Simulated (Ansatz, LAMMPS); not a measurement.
# Squeezing and shearing glassy 72B2O3-28MgO (mol %) (104 atoms), part 2 of 5

Aim: relax glassy 72B2O3-28MgO (mol %) (104 atoms), then change its volume and shape to read moduli from the stress.

Ansatz 0.2.0; Kohn-Sham DFT, RPBE, PAW (set soft_2), plane waves.

The cell: 36 B, 7 Mg and 61 O. The quench rate of 20 K/ps far exceeds what a furnace or splat quench reaches. The starting topology of bonds comes from the classical model. Sampling is at Γ alone.

So far. Step 2 (Single point at the start): The r.m.s. force at the start is 1.1 eV/Å.

**3. Cell and atoms relaxed**

Cell and atoms are freed together, to release stress as well as forces.

input.yaml

```yaml
crystal:
  lattice:
    - [10.40289, 0.0, 0.0]
    - [0.0, 10.40289, 0.0]
    - [0.0, 0.0, 10.40289]
  atoms:
    [... the 104 atom lines of step 2 ...]
kpoints:
  mp_grid: { grid: [1, 1, 1] }
hamiltonian:
  xc: rpbe
scf:
  occupations: { method: fixed }
output:
  forces: true
relax:
  f_tol: 0.05
  max_steps: 150
  cell: {}
```

Run with:

```console
ansatz run input.yaml --threads 4 --pin off --max-ram 8192MiB --backend cpu --events-out ev --progress --plain --runs-dir out
```

The log of the run:

```text
[...]
Crystal: 104 atoms, lattice volume = 1125.802 Å³
Basis set: ecut = 420 eV, 22119 PW (Γ), exchange–correlation on 144×144×144 points (8 copies of the dense FFT grid, shifted against one another)
Bands: 376, of which v1, the nominal top of the filled ones, is band 272 counted from 1 (271 counted from 0)
Symmetry: 1 space group operations
[...]
k-points: 1
[...]
SCF iter   1: F=—  HF=-53942.217190 eV  |F-HF|=—  |Δ(HF+E_count)|=         —  Δρ=5.20e-3  dr2=3.02e-1  ethr=1.77e-3  ⟨swp⟩=6.0  Hψ=1174  notcnv=0  defer=102
[...]
SCF iter   9: F=-53942.207048 eV  HF=-53942.207048 eV  |F-HF|=3.46e-9  |Δ(HF+E_count)|=   5.54e-7  Δρ=2.50e-6  dr2=5.77e-8  ethr=1.84e-11  ⟨swp⟩=5.0  Hψ=1165  notcnv=0
SCF 1 converged in 9 iterations: F = -53942.207048 eV  dr2 = 5.77e-8
[...]
relax step   1: F+E_penalty+E_count = -53942.20704777 eV  Δ(F+E_penalty+E_count) = +0.000e0 eV  max|allowed force component| = 4.383e0 eV/Å  Δτ_max = 0.0000 Å  P = -2.073 GPa  Ω = 1125.802 Å³  (9 SCF iters, dr2 threshold 1.00e-7 eV, accepted)
[... from here on, the SCF cycles and remarks between the steps are left out ...]
relax step   2: F+E_penalty+E_count = -53947.57837642 eV  Δ(F+E_penalty+E_count) = -5.371e0 eV  max|allowed force component| = 3.028e0 eV/Å  Δτ_max = 0.1946 Å  P = -1.005 GPa  Ω = 1130.143 Å³  energy of the carried Pulay correction = -1.551e-2 eV  (7 SCF iters, dr2 threshold 1.04e-5 eV, accepted)
relax step   3: F+E_penalty+E_count = -53950.41038594 eV  Δ(F+E_penalty+E_count) = -2.832e0 eV  max|allowed force component| = 1.769e0 eV/Å  Δτ_max = 0.2000 Å  P = -0.908 GPa  Ω = 1149.057 Å³  energy of the carried Pulay correction = -8.239e-2 eV  (7 SCF iters, dr2 threshold 1.04e-5 eV, accepted)
relax step   4: F+E_penalty+E_count = -53951.83196960 eV  Δ(F+E_penalty+E_count) = -1.422e0 eV  max|allowed force component| = 7.056e-1 eV/Å  Δτ_max = 0.1912 Å  P = -0.091 GPa  Ω = 1158.050 Å³  energy of the carried Pulay correction = -1.138e-1 eV  (7 SCF iters, dr2 threshold 1.04e-5 eV, accepted)
relax step   5: F+E_penalty+E_count = -53952.44858301 eV  Δ(F+E_penalty+E_count) = -6.166e-1 eV  max|allowed force component| = 5.338e-1 eV/Å  Δτ_max = 0.2000 Å  P = -0.259 GPa  Ω = 1166.379 Å³  energy of the carried Pulay correction = -1.427e-1 eV  (7 SCF iters, dr2 threshold 1.04e-5 eV, accepted)
relax step   6: F+E_penalty+E_count = -53952.75850449 eV  Δ(F+E_penalty+E_count) = -3.099e-1 eV  max|allowed force component| = 5.768e-1 eV/Å  Δτ_max = 0.1947 Å  P = -0.419 GPa  Ω = 1169.567 Å³  energy of the carried Pulay correction = -1.537e-1 eV  (7 SCF iters, dr2 threshold 1.04e-5 eV, accepted)
relax step   7: F+E_penalty+E_count = -53953.14786492 eV  Δ(F+E_penalty+E_count) = -3.894e-1 eV  max|allowed force component| = 3.343e-1 eV/Å  Δτ_max = 0.2000 Å  P = -0.097 GPa  Ω = 1165.434 Å³  energy of the carried Pulay correction = -1.394e-1 eV  (7 SCF iters, dr2 threshold 1.04e-5 eV, accepted)
relax step   8: F+E_penalty+E_count = -53953.32187291 eV  Δ(F+E_penalty+E_count) = -1.740e-1 eV  max|allowed force component| = 4.654e-1 eV/Å  Δτ_max = 0.1941 Å  P = -0.625 GPa  Ω = 1165.145 Å³  energy of the carried Pulay correction = -1.384e-1 eV  (7 SCF iters, dr2 threshold 6.98e-6 eV, accepted)
relax step   9: F+E_penalty+E_count = -53953.56200921 eV  Δ(F+E_penalty+E_count) = -2.401e-1 eV  max|allowed force component| = 3.777e-1 eV/Å  Δτ_max = 0.2000 Å  P = +0.007 GPa  Ω = 1165.027 Å³  energy of the carried Pulay correction = -1.380e-1 eV  (7 SCF iters, dr2 threshold 1.04e-5 eV, accepted)
relax step  10: F+E_penalty+E_count = -53953.64771912 eV  Δ(F+E_penalty+E_count) = -8.571e-2 eV  max|allowed force component| = 5.969e-1 eV/Å  Δτ_max = 0.1915 Å  P = -0.376 GPa  Ω = 1167.155 Å³  energy of the carried Pulay correction = -1.454e-1 eV  (7 SCF iters, dr2 threshold 8.92e-6 eV, accepted)
relax step  11: F+E_penalty+E_count = -53953.79999068 eV  Δ(F+E_penalty+E_count) = -1.523e-1 eV  max|allowed force component| = 2.110e-1 eV/Å  Δτ_max = 0.2000 Å  P = +0.034 GPa  Ω = 1165.321 Å³  energy of the carried Pulay correction = -1.390e-1 eV  (7 SCF iters, dr2 threshold 1.04e-5 eV, accepted)
relax step  12: F+E_penalty+E_count = -53953.82297664 eV  Δ(F+E_penalty+E_count) = -2.299e-2 eV  max|allowed force component| = 2.824e-1 eV/Å  Δτ_max = 0.0484 Å  P = +0.255 GPa  Ω = 1164.690 Å³  energy of the carried Pulay correction = -1.368e-1 eV  (7 SCF iters, dr2 threshold 2.78e-6 eV, accepted)
relax step  13: F+E_penalty+E_count = -53953.89423013 eV  Δ(F+E_penalty+E_count) = -7.125e-2 eV  max|allowed force component| = 2.968e-1 eV/Å  Δτ_max = 0.2000 Å  P = -0.223 GPa  Ω = 1164.338 Å³  energy of the carried Pulay correction = -1.356e-1 eV  (7 SCF iters, dr2 threshold 4.98e-6 eV, accepted)
relax step  14: F+E_penalty+E_count = -53953.98008209 eV  Δ(F+E_penalty+E_count) = -8.585e-2 eV  max|allowed force component| = 2.533e-1 eV/Å  Δτ_max = 0.2000 Å  P = -0.160 GPa  Ω = 1163.959 Å³  energy of the carried Pulay correction = -1.343e-1 eV  (7 SCF iters, dr2 threshold 5.51e-6 eV, accepted)
[...]
relax step  65: F+E_penalty+E_count = -53957.03792818 eV  Δ(F+E_penalty+E_count) = +2.834e-4 eV  max|allowed force component| = 9.588e-2 eV/Å  Δτ_max = 0.0232 Å  P = -0.003 GPa  Ω = 1175.752 Å³  energy of the carried Pulay correction = -1.749e-1 eV  (11 SCF iters, accepted)
relax step  66: F+E_penalty+E_count = -53957.03840023 eV  Δ(F+E_penalty+E_count) = -4.721e-4 eV  max|allowed force component| = 6.359e-2 eV/Å  Δτ_max = 0.0500 Å  P = +0.116 GPa  Ω = 1174.025 Å³  energy of the carried Pulay correction = -1.690e-1 eV  (7 SCF iters, dr2 threshold 5.75e-7 eV, rejected (line search))
relax step  67: F+E_penalty+E_count = -53957.04078816 eV  Δ(F+E_penalty+E_count) = -2.860e-3 eV  max|allowed force component| = 1.475e-2 eV/Å  Δτ_max = 0.0140 Å  P = -0.009 GPa  Ω = 1175.753 Å³  energy of the carried Pulay correction = -1.749e-1 eV  (10 SCF iters, accepted)
relax step  68: F+E_penalty+E_count = -53957.34707067 eV  Δ(F+E_penalty+E_count) = -3.063e-1 eV  max|allowed force component| = 1.533e-2 eV/Å  Δτ_max = 0.0000 Å  P = +0.428 GPa  Ω = 1175.753 Å³  stress off target by 8.89e-1 GPa  SCF on the basis re-selected at this cell (its energy is not comparable with the rows above)  (8 SCF iters)
relax step  69: F+E_penalty+E_count = -53957.35602047 eV  Δ(F+E_penalty+E_count) = -8.950e-3 eV  max|allowed force component| = 4.005e-2 eV/Å  Δτ_max = 0.0250 Å  P = +0.223 GPa  Ω = 1179.257 Å³  energy of the carried Pulay correction = -1.297e-2 eV  (6 SCF iters, dr2 threshold 1.97e-6 eV, accepted)
relax step  70: F+E_penalty+E_count = -53957.32956696 eV  Δ(F+E_penalty+E_count) = +2.645e-2 eV  max|allowed force component| = 3.104e-1 eV/Å  Δτ_max = 0.0375 Å  P = -0.112 GPa  Ω = 1185.797 Å³  energy of the carried Pulay correction = -3.776e-2 eV  (7 SCF iters, dr2 threshold 4.25e-7 eV, rejected (line search))
relax step  71: F+E_penalty+E_count = -53957.35046812 eV  Δ(F+E_penalty+E_count) = +5.552e-3 eV  max|allowed force component| = 3.547e-2 eV/Å  Δτ_max = 0.0182 Å  P = +0.000 GPa  Ω = 1183.412 Å³  energy of the carried Pulay correction = -2.859e-2 eV  (10 SCF iters, accepted)
relax step  72: F+E_penalty+E_count = -53957.34715327 eV  Δ(F+E_penalty+E_count) = +3.315e-3 eV  max|allowed force component| = 2.787e-2 eV/Å  Δτ_max = 0.0139 Å  P = -0.028 GPa  Ω = 1184.667 Å³  energy of the carried Pulay correction = -3.345e-2 eV  (9 SCF iters, accepted)
relax step  73: F+E_penalty+E_count = -53957.34382511 eV  Δ(F+E_penalty+E_count) = +3.328e-3 eV  max|allowed force component| = 7.616e-2 eV/Å  Δτ_max = 0.0281 Å  P = +0.025 GPa  Ω = 1184.695 Å³  energy of the carried Pulay correction = -3.359e-2 eV  (9 SCF iters, dr2 threshold 6.89e-9 eV, rejected (line search))
relax step  74: F+E_penalty+E_count = -53957.34693445 eV  Δ(F+E_penalty+E_count) = +2.188e-4 eV  max|allowed force component| = 3.476e-2 eV/Å  Δτ_max = 0.0115 Å  P = -0.006 GPa  Ω = 1184.899 Å³  energy of the carried Pulay correction = -3.437e-2 eV  (9 SCF iters, accepted)
relax step  75: F+E_penalty+E_count = -53957.37798180 eV  Δ(F+E_penalty+E_count) = -3.105e-2 eV  max|allowed force component| = 3.459e-2 eV/Å  Δτ_max = 0.0000 Å  P = +0.010 GPa  Ω = 1184.899 Å³  stress off target by 6.70e-2 GPa  SCF on the basis re-selected at this cell (its energy is not comparable with the rows above)  (6 SCF iters)
relax step  76: F+E_penalty+E_count = -53957.37773360 eV  Δ(F+E_penalty+E_count) = +2.482e-4 eV  max|allowed force component| = 2.156e-2 eV/Å  Δτ_max = 0.0141 Å  P = -0.005 GPa  Ω = 1185.003 Å³  energy of the carried Pulay correction = -5.682e-4 eV  (8 SCF iters, dr2 threshold 1.12e-8 eV, accepted)
relax step  77: F+E_penalty+E_count = -53957.37938249 eV  Δ(F+E_penalty+E_count) = -1.649e-3 eV  max|allowed force component| = 2.140e-2 eV/Å  Δτ_max = 0.0000 Å  P = -0.005 GPa  Ω = 1185.003 Å³  stress off target by 2.16e-2 GPa  SCF on the basis re-selected at this cell (its energy is not comparable with the rows above)  (5 SCF iters)
[...]
SCF converged after 5 iterations
Free energy (F): -53957.379382 eV
[...]
Internal energy: -53957.379382 eV  (E = F + TS)
E sigma→0 (E₀):  -53957.379382 eV
Fermi energy:    2.922496 eV
[...]
--- Forces (eV/Å), atoms counted from 1 ---
  atom   1  B     -0.00089534     0.01305401     0.00050603
  atom   2  B     -0.00621013    -0.00159994    -0.00068219
  atom   3  B     -0.00541093    -0.00001150     0.00328562
  atom   4  B     -0.01353123    -0.00100714     0.00434826
  atom   5  B      0.00839884    -0.00399434    -0.00071944
  atom   6  B      0.00200956    -0.00766417    -0.01566786
  atom   7  B     -0.00332769     0.00350328     0.00365991
  atom   8  B      0.00673201     0.00922475     0.01001299
  atom   9  B     -0.01584970    -0.00020586     0.00823719
  atom  10  B     -0.00830603     0.00016532    -0.00946094
  atom  11  B     -0.00439448     0.00342581     0.00302492
  atom  12  B     -0.00046634     0.01757782    -0.00033482
  atom  13  B      0.01311138     0.00074536     0.00728389
  atom  14  B     -0.00178860     0.00322556     0.00265730
[...]
atom 103  O      0.00180618    -0.00549826    -0.00317709
  atom 104  O     -0.00212009    -0.00046366    -0.00371443
  max |Σ_I F_I| component: 4.53e-5 eV/Å
--- Stress (GPa, compression-positive) ---
       -0.019875      -0.001473      -0.006043
       -0.001472       0.002429      -0.003590
       -0.006056      -0.003615       0.003024
  P = ⅓ Tr σ = -0.0048 GPa (-0.048 kbar)
--- Relaxed structure (74 steps of the walk, 63 accepted, 3 SCFs on fresh bases) ---
  F+E_penalty+E_count = -53957.37938249 eV   max|allowed force component| = 2.140e-2 eV/Å   (the final SCF, on the basis selected at the relaxed cell)
  cell:  # Å, volume = 1185.0026 Å³
    - [10.787257, 0.302292, 0.182727]
    - [0.302292, 10.723905, 0.018831]
    - [0.182727, 0.018831, 10.254875]
  atoms:
    - { symbol: B, position: [0.198878, 0.877927, 0.041807] }
    - { symbol: B, position: [0.431211, 0.566509, 1.014615] }
    - { symbol: B, position: [0.641665, 0.186238, 0.159011] }
    - { symbol: B, position: [0.323464, 0.188150, -0.015139] }
[...]
- { symbol: O, position: [0.233329, 0.323827, 0.732857] }
```

Elapsed: 10 min, on 4 threads of Intel Xeon Platinum 8259CL at 2.50GHz (Skylake/Cascade Lake), shared host; peak memory 1.5 GiB.

The relaxation converged after 74 steps, with a largest force component of 0.021 eV/Å.

**4. Single point at the relaxed geometry**

The electronic structure is read at the final geometry, in a run of its own.

input.yaml

```yaml
crystal:
  lattice:
    - [10.78726, 0.30229, 0.18273]
    - [0.30229, 10.72391, 0.01883]
    - [0.18273, 0.01883, 10.25487]
  atoms:
    - { symbol: B, position: [0.19888, 0.87793, 0.04181] }
    - { symbol: B, position: [0.43121, 0.56651, 0.01462] }
    - { symbol: B, position: [0.64166, 0.18624, 0.15901] }
    - { symbol: B, position: [0.32346, 0.18815, 0.98486] }
    - { symbol: B, position: [0.91391, 0.37216, 0.82723] }
    - { symbol: B, position: [0.74175, 0.35227, 0.01734] }
    [... 92 atom lines left out ...]
    - { symbol: O, position: [0.64659, 0.21817, 0.2875] }
    - { symbol: O, position: [0.98, 0.02595, 0.93162] }
    - { symbol: O, position: [0.25479, 0.49757, 0.33465] }
    - { symbol: O, position: [0.91404, 0.5051, 0.85933] }
    - { symbol: O, position: [0.41598, 0.15662, 0.88933] }
    - { symbol: O, position: [0.23333, 0.32383, 0.73286] }
kpoints:
  mp_grid: { grid: [1, 1, 1] }
hamiltonian:
  xc: rpbe
scf:
  occupations: { method: fixed }
output:
  forces: true
  stress: true
  populations: true
  dos:
    method: { smearing: { sigma: 0.15 } }
    de: 0.1
    projected: { site_lists: { B: [B], Mg: [Mg], O: [O] } }
  eigenvalues: true
  write_density: true
  write_potential: true
  volumetric_format: npy
  elf: true
```

The log of the run:

```text
[...]
Crystal: 104 atoms, lattice volume = 1185.003 Å³
Basis set: ecut = 420 eV, 23139 PW (Γ), exchange–correlation on 150×144×144 points (8 copies of the dense FFT grid, shifted against one another)
Bands: 376, of which v1, the nominal top of the filled ones, is band 272 counted from 1 (271 counted from 0)
Symmetry: 1 space group operations
[...]
k-points: 1
[...]
SCF iter   1: F=—  HF=-53957.360841 eV  |F-HF|=—  |Δ(HF+E_count)|=         —  Δρ=4.50e-3  dr2=1.88e-1  ethr=1.77e-3  ⟨swp⟩=5.0  Hψ=1304  notcnv=0  defer=100
[...]
SCF iter   9: F=-53957.379376 eV  HF=-53957.379376 eV  |F-HF|=1.21e-8  |Δ(HF+E_count)|=   5.81e-8  Δρ=1.74e-6  dr2=3.05e-8  ethr=1.84e-11  ⟨swp⟩=25.0  Hψ=3746  notcnv=0
SCF 1 converged in 9 iterations: F = -53957.379376 eV  dr2 = 3.05e-8
[...]
WARN: The input density's exchange-correlation potential varies sharply where the density is thin. Do not read a vacuum level from v_tot or v_xc, or from such a field of the output density. On a cell that repeats whose density bears no net charge and no dipole along the vacuum's axis use v_es (v_loc + v_h of the components); [...]
SCF converged after 9 iterations
Free energy (F): -53957.379376 eV
[...]
Internal energy: -53957.379376 eV  (E = F + TS)
E sigma→0 (E₀):  -53957.379376 eV
Fermi energy:    2.922749 eV
[...]
--- Forces (eV/Å), atoms counted from 1 ---
  atom   1  B      0.00032460     0.01137153    -0.00009669
  atom   2  B     -0.00391803    -0.00175390    -0.00136325
  atom   3  B     -0.00499010     0.00003542     0.00318320
  atom   4  B     -0.01193824    -0.00148285     0.00466137
  atom   5  B      0.00657954    -0.00562572    -0.00136314
  atom   6  B      0.00193752    -0.00783039    -0.01672881
  atom   7  B     -0.00472541     0.00371941     0.00349318
  atom   8  B      0.00742245     0.00768234     0.00984249
  atom   9  B     -0.01361892     0.00193025     0.00903781
  atom  10  B     -0.00771377     0.00023545    -0.01123332
  atom  11  B     -0.00171709     0.00193301     0.00325707
  atom  12  B      0.00051933     0.01639169    -0.00032399
  atom  13  B      0.01436780     0.00070762     0.00816341
  atom  14  B     -0.00058163     0.00160541     0.00181537
[...]
atom 103  O      0.00085146    -0.00476126    -0.00101653
  atom 104  O     -0.00162703    -0.00018875    -0.00432937
  max |Σ_I F_I| component: 9.15e-5 eV/Å
--- Stress (GPa, compression-positive) ---
       -0.018467      -0.001622      -0.005589
       -0.001622       0.003483      -0.003881
       -0.005602      -0.003907       0.003818
  P = ⅓ Tr σ = -0.0037 GPa (-0.037 kbar)
--- Band table (eV) ---
[...]
--- Löwdin populations: 104 sites ---
  site symbol       q [e]
     0      B      2.3213
     1      B      2.3130
     2      B      2.3171
[...]
103      O      6.4109
  spilling = 0.008580 (of n_electrons = 544.000000)
```

Wall time 15 s (4 threads); peak memory 1.6 GiB.

The program notes that the exchange-correlation potential is rough where the density is thin.

Numbers from this run:

- free energy: -53957.3794 eV
- free energy per atom: -518.8210 eV/atom
- SCF cycles: 9
- pressure: -0.003722 GPa
- r.m.s. force component: 0.0059 eV/Å
- longest force: 0.02354 eV/Å
- Fermi energy: 2.923 eV
- gap (highest filled to lowest empty level): 4.494 eV
- spilling of the projection: 0.00858

[end of part 2 of 5]

[Long decimals in the printed logs are rounded to 6 places.]

[Logs are printed without paths, hosts, clocks, repeated set-up lines and the standing remarks that a program may print on its own settings, such as how far it seeks lower states.]

[Hosts, paths, dates, database ids (printed as entryN), source tags and the programs' standing remarks are cut or masked in the printed files.]
